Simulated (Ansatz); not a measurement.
# Optical response of SnSe2, part 2 of 2

Wanted: where SnSe2 starts to absorb, how strongly, and its refractive index.

Ansatz 0.2.0; DFT, PBE, plane-wave PAW, default files, scalar-relativistic, independent-particle optical response without local fields.

So far. Step 2 (Ground state and bands): There is a gap, 0.73 eV on the path, so no carriers' term is needed. The cell is left with a pressure of 5.5 GPa and forces up to 0.79 eV/Å, as it stands unrelaxed at this level.

**3. Spectrum**

The spectrum is a sum over vertical transitions between filled and empty bands at the fixed density, so many empty bands are needed.

This step: DFT, PBE, plane-wave PAW, default files, scalar-relativistic, independent-particle optical response without local fields (Ansatz 0.2.0).

input.yaml

```yaml
crystal:
  lattice:
    - [3.811, 0.0, 0.0]
    - [-1.9055, 3.3004228138, 0.0]
    - [0.0, 0.0, 6.136]
  atoms:
    - { symbol: Sn, position: [0.0, 0.0, 0.0] }
    - { symbol: Se, position: [0.6666666667, 0.3333333333, 0.751] }
    - { symbol: Se, position: [0.3333333333, 0.6666666667, 0.249] }
kpoints:
  mp_grid: { grid: [7, 7, 4] }
scf:
  occupations: { method: fixed }
hamiltonian:
  xc: pbe
  pseudopotentials: { kind: paw }
output:
  optics:
    e_range: [0, 20]
    de: 0.05
    sigma: 0.1
    nscf_kmesh: { grid: [9, 9, 4] }
    bands: { spectra_wanted_up_to: 20 }
```

On the command line:

```bash
$ ansatz run input.yaml --threads 4 --pin off --max-ram 8192MiB --backend cpu --events-out ev --progress --plain --runs-dir out
```

Numbers of over 12 decimals in the logs are rounded to 6 here.

What it wrote:

```text
[...]
Crystal: 3 atoms, lattice volume = 77.178 Å³
Basis set: ecut = 420 eV, 1485 PW (Γ)
Bands: 28, of which v1, the nominal top of the filled ones, is band 23 counted from 1 (22 counted from 0)
Symmetry: 12 space group operations
[...]
k-points: 28 of 196
[...]
SCF iter   1: F=—  HF=-16963.271566 eV  |F-HF|=—  |Δ(HF+E_count)|=         —  Δρ=1.54e-3  dr2=2.70e-3  ethr=1.77e-3  ⟨swp⟩=5.0  Hψ=2861  notcnv=0  defer=82
[...]
SCF iter   9: F=-16963.270390 eV  HF=-16963.270390 eV  |F-HF|=0.00e0  |Δ(HF+E_count)|=  9.46e-11  Δρ=3.94e-8  dr2=1.03e-12  ethr=1.00e-12  ⟨swp⟩=8.5  Hψ=3409  notcnv=0
SCF 1 converged in 9 iterations: F = -16963.270390 eV  dr2 = 1.03e-12
[...]
NSCF: frozen V_eff on 43 k-points
[...]
output.optics: what the bands over the 61 summed would add to eps1, eps2 and the energy-loss function is held between a lower and an upper bound (7 Lanczos steps). eps1, eps2 and their loss function (loss_summed_bands) are given on every row as the summed bands alone make them. Along an axis, on a row where the two bounds hold the loss function to about 1 % of the greater of itself and 0.5 % of |1/eps|, its cell (loss_completed) is given, with the completed eps1 and eps2 that it is formed of (a cell that is left empty reads nan in the table and null in the record). The two bounds hold it so along every axis on all 401 rows up to 20.000 eV. [rest of the remark cut]
SCF converged after 9 iterations
Free energy (F): -16963.270390 eV
[...]
Internal energy: -16963.270390 eV  (E = F + TS)
E sigma→0 (E₀):  -16963.270390 eV
Fermi energy:    8.106149 eV
[...]
--- Band table (eV; the first three rows and the last of 28) ---
  k-point 0: bands = [... 19 lower, 7.4156, 7.7214, 7.7214, 8.1061, 9.2098, 11.0660, 12.7591, 12.7591, ... 1 higher]
  k-point 1: bands = [... 19 lower, 7.3628, 7.3628, 7.8049, 7.8049, 10.0606, 11.0715, 12.6202, 12.6202, ... 1 higher]
  k-point 2: bands = [... 19 lower, 7.3251, 7.3251, 7.8743, 7.8743, 10.5656, 11.0373, 12.4888, 12.4888, ... 1 higher]
  k-point 27: bands = [... 19 lower, 4.0827, 4.7682, 7.5822, 7.7661, 10.5558, 12.6996, 13.2128, 14.3520, ... 1 higher]
```

It took 27 s on 4 threads of AMD EPYC 9R45, shared host; peak memory 1.1 GiB; 1.8 min of CPU time.

Numbers from this step:

```
electronic dielectric constant ε∞, mean over x, y and z (by symmetry where fewer were run)                                                          : 11.51
absorption onset, first axis (α over 10⁴ cm⁻¹, or the direct gap if that lies higher)                                                               : 1.275 eV
main peak of Im epsilon, first axis                                                                                                                 : 3.867 eV
centre of weight of the strongest loss peak in the window                                                                                           : 17.44 eV
photocurrent from vertical transitions in a film 500 nm thick on a perfect mirror (two passes), AM1.5G, no front reflection, all carriers collected : 37.62 mA/cm²
least direct gap on the mesh                                                                                                                        : 1.104 eV
bands summed                                                                                                                                        : 61
spectra valid up to                                                                                                                                 : 29.35 eV
program's estimate of the k-sum error in Im epsilon                                                                                                 : 0.08 %
electrons in the f-sum                                                                                                                              : 22.38
```

The Im ε has structure finer than the step of the table below, so its rows give means over 1 eV, whole bins alone (the curve runs from 0 to 20 eV). Peaks (eV: height): E ∥ x or y 3.9: 19.1, 5.0: 17.4, 8.4: 5.70; E ∥ z 1.8: 10.2, 5.2: 17.9, 5.8: 18.1, 8.4: 6.05.

Table of Im ε by photon energy; means over each step:

| photon energy (eV) | E ∥ x or y | E ∥ z |
| --- | --- | --- |
| 1 | 0.390 | 0.852 |
| 2 | 5.14 | 9.08 |
| 3 | 9.32 | 4.17 |
| 4 | 16.8 | 5.44 |
| 5 | 14.7 | 14.6 |
| 6 | 8.34 | 13.1 |
| 7 | 4.16 | 5.20 |
| 8 | 3.69 | 4.26 |
| 9 | 3.68 | 4.58 |
| 10 | 2.13 | 2.72 |
| 11 | 1.54 | 1.48 |
| 12 | 1.07 | 1.21 |
| 13 | 0.941 | 0.788 |
| 14 | 0.791 | 0.616 |
| 15 | 0.485 | 0.420 |
| 16 | 0.368 | 0.379 |
| 17 | 0.298 | 0.322 |
| 18 | 0.268 | 0.281 |
| 19 | 0.210 | 0.212 |

The Re ε by photon energy:

| photon energy (eV) | E ∥ x or y | E ∥ z |
| --- | --- | --- |
| 0.0 | 11.7 | 11.1 |
| 0.5 | 12.0 | 11.5 |
| 1.0 | 13.0 | 13.2 |
| 1.5 | 15.1 | 17.8 |
| 2.0 | 15.0 | 9.24 |
| 2.5 | 13.0 | 4.91 |
| 3.0 | 16.4 | 7.16 |
| 3.5 | 12.1 | 8.35 |
| 4.0 | 5.37 | 10.8 |
| 4.5 | 2.95 | 12.1 |
| 5.0 | -1.09 | 9.17 |
| 5.5 | -3.59 | 2.48 |
| 6.0 | -6.02 | -5.31 |
| 6.5 | -3.57 | -4.59 |
| 7.0 | -3.85 | -4.39 |
| 7.5 | -1.99 | -1.98 |
| 8.0 | -0.298 | -0.0507 |
| 8.5 | -1.75 | -1.49 |
| 9.0 | -2.28 | -2.37 |
| 9.5 | -2.32 | -2.52 |
| 10.0 | -2.06 | -2.79 |
| 10.5 | -1.62 | -2.34 |
| 11.0 | -1.44 | -1.72 |
| 11.5 | -1.31 | -1.43 |
| 12.0 | -1.08 | -1.27 |
| 12.5 | -0.821 | -1.21 |
| 13.0 | -0.665 | -0.948 |
| 13.5 | -0.646 | -0.741 |
| 14.0 | -0.628 | -0.656 |
| 14.5 | -0.582 | -0.526 |
| 15.0 | -0.411 | -0.385 |
| 15.5 | -0.292 | -0.213 |
| 16.0 | -0.186 | -0.120 |
| 16.5 | -0.0822 | -0.0585 |
| 17.0 | 0.0228 | 0.0152 |
| 17.5 | 0.0831 | 0.0834 |
| 18.0 | 0.127 | 0.117 |
| 18.5 | 0.187 | 0.166 |
| 19.0 | 0.214 | 0.235 |
| 19.5 | 0.306 | 0.295 |
| 20.0 | 0.349 | 0.357 |

The reflectivity at normal incidence has structure finer than the step of the table below, so its rows give means over 1 eV, whole bins alone (the curve runs from 0 to 20 eV). Peaks (eV: height): E ∥ x or y 5.2: 55.7, 6.1: 59.2, 10.0: 49.7, 14.8: 45.1; E ∥ z 1.6: 40.1, 6.8: 58.8, 10.4: 58.6.

The reflectivity at normal incidence by photon energy; means over each step:

| photon energy (eV) | E ∥ x or y (%) | E ∥ z (%) |
| --- | --- | --- |
| 1 | 32.5 | 33.2 |
| 2 | 36.3 | 36.1 |
| 3 | 39.8 | 24.7 |
| 4 | 46.5 | 31.9 |
| 5 | 51.2 | 44.2 |
| 6 | 54.9 | 53.5 |
| 7 | 53.0 | 54.0 |
| 8 | 32.7 | 32.8 |
| 9 | 46.7 | 44.8 |
| 10 | 48.9 | 52.9 |
| 11 | 46.5 | 51.8 |
| 12 | 45.4 | 48.3 |
| 13 | 38.2 | 49.5 |
| 14 | 39.6 | 45.9 |
| 15 | 42.4 | 43.4 |
| 16 | 35.5 | 30.9 |
| 17 | 24.5 | 23.2 |
| 18 | 16.8 | 16.9 |
| 19 | 11.5 | 11.4 |

The loss function −Im 1/ε at q → 0 by energy loss; read off at these points:

| energy loss (eV) | E ∥ x or y | E ∥ z |
| --- | --- | --- |
| 1.0 | 0 | 1.7e-4 |
| 1.5 | 0.0101 | 0.0173 |
| 2.0 | 0.0209 | 0.0540 |
| 2.5 | 0.0327 | 0.0979 |
| 3.0 | 0.0196 | 0.0587 |
| 3.5 | 0.0393 | 0.0395 |
| 4.0 | 0.0521 | 0.0365 |
| 4.5 | 0.0650 | 0.0399 |
| 5.0 | 0.0573 | 0.0455 |
| 5.5 | 0.0889 | 0.0683 |
| 6.0 | 0.0783 | 0.0645 |
| 6.5 | 0.128 | 0.0923 |
| 7.0 | 0.130 | 0.114 |
| 7.5 | 0.243 | 0.223 |
| 8.0 | 0.278 | 0.236 |
| 8.5 | 0.162 | 0.159 |
| 9.0 | 0.203 | 0.172 |
| 9.5 | 0.213 | 0.188 |
| 10.0 | 0.243 | 0.179 |
| 10.5 | 0.308 | 0.201 |
| 11.0 | 0.345 | 0.286 |
| 11.5 | 0.382 | 0.349 |
| 12.0 | 0.462 | 0.395 |
| 12.5 | 0.599 | 0.405 |
| 13.0 | 0.713 | 0.515 |
| 13.5 | 0.734 | 0.675 |
| 14.0 | 0.770 | 0.759 |
| 14.5 | 0.859 | 0.951 |
| 15.0 | 1.21 | 1.30 |
| 15.5 | 1.62 | 2.04 |
| 16.0 | 2.07 | 2.27 |
| 16.5 | 3.07 | 2.86 |
| 17.0 | 3.40 | 3.15 |
| 17.5 | 3.15 | 3.03 |
| 18.0 | 3.07 | 3.08 |
| 18.5 | 2.58 | 2.80 |
| 19.0 | 2.33 | 2.13 |
| 19.5 | 1.44 | 1.55 |
| 20.0 | 1.21 | 1.14 |

Refractive index n and extinction k against photon energy:

| photon energy (eV) | n, E ∥ x or y | k, E ∥ x or y | n, E ∥ z | k, E ∥ z |
| --- | --- | --- | --- | --- |
| 0 | 3.42 | 0 | 3.34 | 0 |
| 1 | 3.61 | 9.7e-6 | 3.63 | 0.00411 |
| 2 | 3.93 | 0.671 | 3.38 | 1.47 |
| 3 | 4.11 | 0.725 | 2.77 | 0.704 |
| 4 | 3.44 | 2.55 | 3.37 | 0.775 |
| 5 | 2.86 | 3.04 | 3.78 | 2.26 |
| 6 | 1.48 | 2.87 | 2.13 | 3.14 |
| 7 | 0.920 | 2.17 | 0.982 | 2.31 |
| 8 | 1.28 | 1.39 | 1.45 | 1.46 |
| 9 | 0.958 | 1.79 | 1.18 | 1.94 |
| 10 | 0.659 | 1.58 | 0.715 | 1.82 |
| 11 | 0.587 | 1.34 | 0.513 | 1.41 |
| 12 | 0.457 | 1.14 | 0.516 | 1.24 |
| 13 | 0.486 | 0.949 | 0.367 | 1.04 |
| 14 | 0.448 | 0.910 | 0.340 | 0.879 |
| 15 | 0.323 | 0.718 | 0.298 | 0.689 |
| 16 | 0.353 | 0.558 | 0.389 | 0.520 |
| 17 | 0.398 | 0.368 | 0.408 | 0.389 |
| 18 | 0.459 | 0.288 | 0.456 | 0.301 |
| 19 | 0.507 | 0.207 | 0.527 | 0.207 |
| 20 | 0.611 | 0.156 | 0.616 | 0.149 |

Optical constants at common wavelengths, from n + ik = √ε:

| wavelength (nm) | n xy | k xy | R (%) xy | 1/α xy | n z | k z | R (%) z | 1/α z |
| --- | --- | --- | --- | --- | --- | --- | --- | --- |
| 1550 | 3.53 | 0.000 | 31.2 | over 1 mm | 3.49 | 0.000 | 30.8 | over 1 mm |
| 1064 | 3.73 | 0.008 | 33.3 | 11 µm | 3.82 | 0.073 | 34.2 | 1.2 µm |
| 800 | 3.91 | 0.332 | 35.4 | 191 nm | 4.24 | 0.903 | 40.0 | 70 nm |
| 532 | 3.87 | 0.897 | 36.8 | 47 nm | 2.88 | 1.473 | 33.1 | 29 nm |
| 450 | 3.67 | 0.823 | 34.7 | 44 nm | 2.52 | 0.834 | 22.9 | 43 nm |
| 308 | 3.41 | 2.526 | 47.2 | 9.7 nm | 3.38 | 0.778 | 31.7 | 32 nm |
| 248 | 2.86 | 3.040 | 52.6 | 6.5 nm | 3.78 | 2.256 | 45.9 | 8.7 nm |

Rows near the edge hang on the gap, which this functional as a rule makes too small, and phonon-assisted absorption is left out.

In reflection the computed colour is grey: x = 0.324, y = 0.343, luminous reflectivity 36 %.

The f-sum over the summed bands holds 22.4 of the cell's 46 electrons outside the frozen cores, 34 of which lie in bands more than 12 eV below the Fermi level, whose transitions come at higher energies. Up to 20 eV the strength has a mean oscillator energy of 5.1 eV, well above the main peak, so higher transitions carry much of it.

**4. Static response with local fields**

Perturbation theory gives the static response with local fields and the functional's kernel, and it needs no empty bands.

This step: DFT, PBE, plane-wave PAW, default files, scalar-relativistic, static field response by perturbation theory with local fields (Ansatz 0.2.0).

input.yaml: that of step 3 with these lines changed.

```diff
@@ -16,8 +16,2 @@
   pseudopotentials: { kind: paw }
-output:
-  optics:
-    e_range: [0, 20]
-    de: 0.05
-    sigma: 0.1
-    nscf_kmesh: { grid: [9, 9, 4] }
-    bands: { spectra_wanted_up_to: 20 }
+dielectric: {}
```

What it wrote:

```text
[...]
Crystal: 3 atoms, lattice volume = 77.178 Å³
Basis set: ecut = 420 eV, 1485 PW (Γ), exchange–correlation on 54×54×90 points (8 copies of the dense FFT grid, shifted against one another)
Bands: 28, of which v1, the nominal top of the filled ones, is band 23 counted from 1 (22 counted from 0)
Symmetry: 12 space group operations
k-points: 60 of 196 (irreducible under 2 space group operations, time reversal used)
[...]
SCF iter   1: F=—  HF=-16963.271524 eV  |F-HF|=—  |Δ(HF+E_count)|=         —  Δρ=1.54e-3  dr2=2.71e-3  ethr=1.77e-3  ⟨swp⟩=5.0  Hψ=6137  notcnv=0  defer=175
[...]
SCF iter   8: F=-16963.270383 eV  HF=-16963.270383 eV  |F-HF|=4.73e-11  |Δ(HF+E_count)|=   2.97e-9  Δρ=3.05e-7  dr2=6.33e-11  ethr=1.00e-12  ⟨swp⟩=7.5  Hψ=7640  notcnv=0
SCF 1 converged in 8 iterations: F = -16963.270383 eV  dr2 = 6.33e-11
[...]
DFPT response loops at Γ: preconditioner auto → Resta (q_TF=auto, 2.503 Å⁻¹)  ε∞=8.6 (no band partly filled); β = 1.00, the filter's whole step (`scf.mixing.beta` (0.50) is not read by the response loops at its default; to damp them type it under 1.00, their step now; it binds the ground state too); Broyden in place of MSR1
── the response to a field inside a basis, on 14×14×8 k-points: an SCF that follows is theirs, and a resumed run solves both again ──
Bands: 24, of which v1, the nominal top of the filled ones, is band 23 counted from 1 (22 counted from 0)
k-points: 420 of 1568 (irreducible under 4 space group operations)
[...]
Eigensolver: Dense (420 Hₖ)
SCF iter   1: F=—  HF=-16963.265391 eV  |F-HF|=—  |Δ(HF+E_count)|=         —  Δρ=1.37e-4  dr2=1.34e-5  ethr=1.00e-1
[...]
SCF iter   4: F=-16963.265393 eV  HF=-16963.265393 eV  |F-HF|=2.73e-8  |Δ(HF+E_count)|=   2.87e-7  Δρ=4.96e-6  dr2=1.56e-8  ethr=1.13e-9
SCF 1 converged in 4 iterations: F = -16963.265393 eV  dr2 = 1.56e-8
[...]
SCF converged after 8 iterations
Free energy (F): -16963.270383 eV
[...]
Internal energy: -16963.270383 eV  (E = F + TS)
E sigma→0 (E₀):  -16963.270383 eV
Fermi energy:    8.106144 eV
[...]
--- Band table (eV; the first three rows and the last of 60) ---
  k-point 0: bands = [... 19 lower, 7.4156, 7.7214, 7.7214, 8.1061, 9.2098, 11.0659, 12.7591, 12.7591, ... 1 higher]
  k-point 1: bands = [... 19 lower, 7.3628, 7.3628, 7.8049, 7.8049, 10.0605, 11.0715, 12.6202, 12.6202, ... 1 higher]
  k-point 2: bands = [... 19 lower, 7.3251, 7.3251, 7.8743, 7.8743, 10.5656, 11.0373, 12.4888, 12.4888, ... 1 higher]
  k-point 59: bands = [... 19 lower, 5.1436, 5.5329, 6.9829, 7.8043, 10.1262, 12.6638, 13.6546, 13.8440, ... 1 higher]
--- Dielectric response (ions clamped): 3 representative field directions + reference, inside a basis on a mesh of 1568 k-points (Σ response iterations 18) ---
  ε∞ (high-frequency dielectric tensor):
       11.092942     0.000000     0.000000
        0.000000    11.092942     0.000000
        0.000000    -0.000000     8.628534
  Born effective charges Z* (e; rows j = field, columns β = displacement):
    site 0:
         5.09564    0.00000    0.00000
         0.00000    5.09564   -0.00000
         0.00000    0.00000    1.86340
    site 1:
        -2.54782   -0.00000   -0.00000
        -0.00000   -2.54782    0.00000
        -0.00000   -0.00000   -0.93170
    site 2:
        -2.54782    0.00000   -0.00000
        -0.00000   -2.54782    0.00000
        -0.00000   -0.00000   -0.93170
  Z* charge neutrality: 1.091e-3 e pre-enforcement
  solved inside a basis spanned on kpoints, on 14×14×8 k-points, its susceptibility summed on 16×16×10: ε∞ is read to err by 5.1e-2, Z* by 3.3e-2 e (field_mesh: kpoints solves on kpoints); Z* is corrected for what the basis lacks
```

Run time: 40 s. Hardware: 4 threads; peak memory 2.8 GiB.

Numbers from this step:

| Item | Value |
| --- | --- |
| electronic dielectric constant ε∞, mean over x, y and z (by symmetry where fewer were run) | 10.27 |

ε∞ with local fields:

```
11.09  0.00  0.00
 0.00 11.09  0.00
 0.00  0.00  8.63
```

Diagonal elements. Born, by row:

| atom | Z*xx (e) | Z*yy (e) | Z*zz (e) |
| --- | --- | --- | --- |
| Sn1 | 5.096 | 5.096 | 1.863 |
| Se2 | -2.548 | -2.548 | -0.932 |
| Se3 | -2.548 | -2.548 | -0.932 |

The principal values of the ε∞ with local fields are 8.63, 11.09 and 11.09.

**5. What came out**

| Quantity | Value |
| --- | --- |
| gap on the path | 0.734 eV |
| least direct gap on the path | 1.10 eV |
| electronic dielectric constant ε∞, mean over x, y and z (by symmetry where fewer were run) (independent particles) | 11.5 |
| absorption onset, first axis (α over 10⁴ cm⁻¹, or the direct gap if that lies higher) | 1.27 eV |
| main peak of Im epsilon, first axis | 3.87 eV |
| centre of weight of the strongest loss peak in the window, first axis | 17.4 eV |
| photocurrent from vertical transitions in a film 500 nm thick on a perfect mirror (two passes), AM1.5G, no front reflection, all carriers collected | 37.6 mA/cm² |
| electronic dielectric constant ε∞, mean over x, y and z (by symmetry where fewer were run) (static response with local fields) | 10.3 |

At this level (PBE, independent particles) SnSe2 has a mean ε∞ = 11.5 (10.3 with local fields) and n = 3.53 at 1550 nm (E ∥ x); absorption sets in near 1.3 eV, and Im ε peaks at 3.9 eV (E ∥ x). The gap is indirect (0.73 eV), so absorption without phonons can begin only at the direct gap of 1.10 eV. The absorption coefficient passes 10⁴ cm⁻¹ at 1.27 eV, in the infrared, so it absorbs across the visible. The strongest loss structure up to 20 eV has its centre of weight at 17.4 eV; a free-electron gas of the 22.4 electrons in the f-sum would put its plasmon at 20.0 eV. Distinct maxima of Im ε, read by a parabola through the highest points, lie at 3.42 eV (17), 3.87 eV (19), 4.99 eV (17) and 5.73 eV (11) for E ∥ x or y. The f-sum over the summed bands holds 22.4 of the cell's 46 electrons outside the frozen cores, 34 of which lie in bands more than 12 eV below the Fermi level, whose transitions come at higher energies. Up to 20 eV the strength has a mean oscillator energy of 5.1 eV, well above the main peak, so higher transitions carry much of it. In reflection the computed colour is grey: x = 0.324, y = 0.343, luminous reflectivity 36 %. With local fields and the functional's kernel the static response is 10.3 against 11.5 for independent particles (-11 %). In the base spectrum excitons and phonon-assisted transitions are missing, and so are local fields; PBE gaps are as a rule too small, which pulls the onset down and ε∞ up. In the base run ε includes the program's bounded estimate of what the bands above those summed add. Spin-orbit coupling is left out although heavy atoms are present.

[Logs are printed without paths, hosts, clocks, repeated set-up lines and the standing remarks that a program may print on its own settings, such as how far it seeks lower states.]

[Hosts, paths, dates, database ids (printed as entryN), source tags and the programs' standing remarks are cut or masked in the printed files.]
